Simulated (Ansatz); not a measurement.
System: SiC (P6_3mc).

```
Si C
1.0
     3.07900    0.00000    0.00000
    -1.53950    2.66649    0.00000
     0.00000    0.00000   20.14600
Si C
8 8
Direct
  0.33333 0.66667 0.25000
  0.66667 0.33333 0.75000
  0.33333 0.66667 0.62500
  0.66667 0.33333 0.12500
  0.00000 0.00000 0.00000
  0.00000 0.00000 0.50000
  0.33333 0.66667 0.87500
  0.66667 0.33333 0.37500
  0.33333 0.66667 0.96900
  0.66667 0.33333 0.46900
  0.00000 0.00000 0.09400
  0.00000 0.00000 0.59400
  0.33333 0.66667 0.34400
  0.66667 0.33333 0.84400
  0.33333 0.66667 0.71900
  0.66667 0.33333 0.21900
```

The cell and positions come from the Crystallography Open Database and are kept as given unless a step says otherwise. PAW set soft_2, made with PBE.

Gaps computed with Ansatz 0.2.0 without a self-energy: r2SCAN 2.14 eV and PBE0 3.38 eV. The mean ε∞ by r2SCAN perturbation theory is 6.59.

What gap should G0W0 on r2SCAN give (6×6×2 mesh, 907 empty bands, screening to 180 eV, default PAW files)?

About 2.81 eV: on its mesh the run moves the gap from 2.14 eV by +0.68 eV. Among the scalar-relativistic levels given, PBE0 is nearest (+0.57 eV). One-shot corrections scale roughly with one over ε∞, here 0.15. Bands and cutoff are finite, so the gap is not at the basis limit. The miss can reach some tenths of an eV and take either sign; the mesh is an error of its own.

[Paths, hosts, dates, memory and timing lines, banners, echoed tables and standing remarks are left out of the program output.]

[Logs are printed without paths, hosts, clocks, repeated set-up lines and the standing remarks that a program may print on its own settings, such as how far it seeks lower states.]

[Runs of the session that timed out or met a known fault of the program may be left out.]

[Cells called generated may have been cut or substituted from an entry of the Crystallography Open Database or the Materials Project.]

[Hosts, paths, dates, database ids (printed as entryN), source tags and the programs' standing remarks are cut or masked in the printed files.]
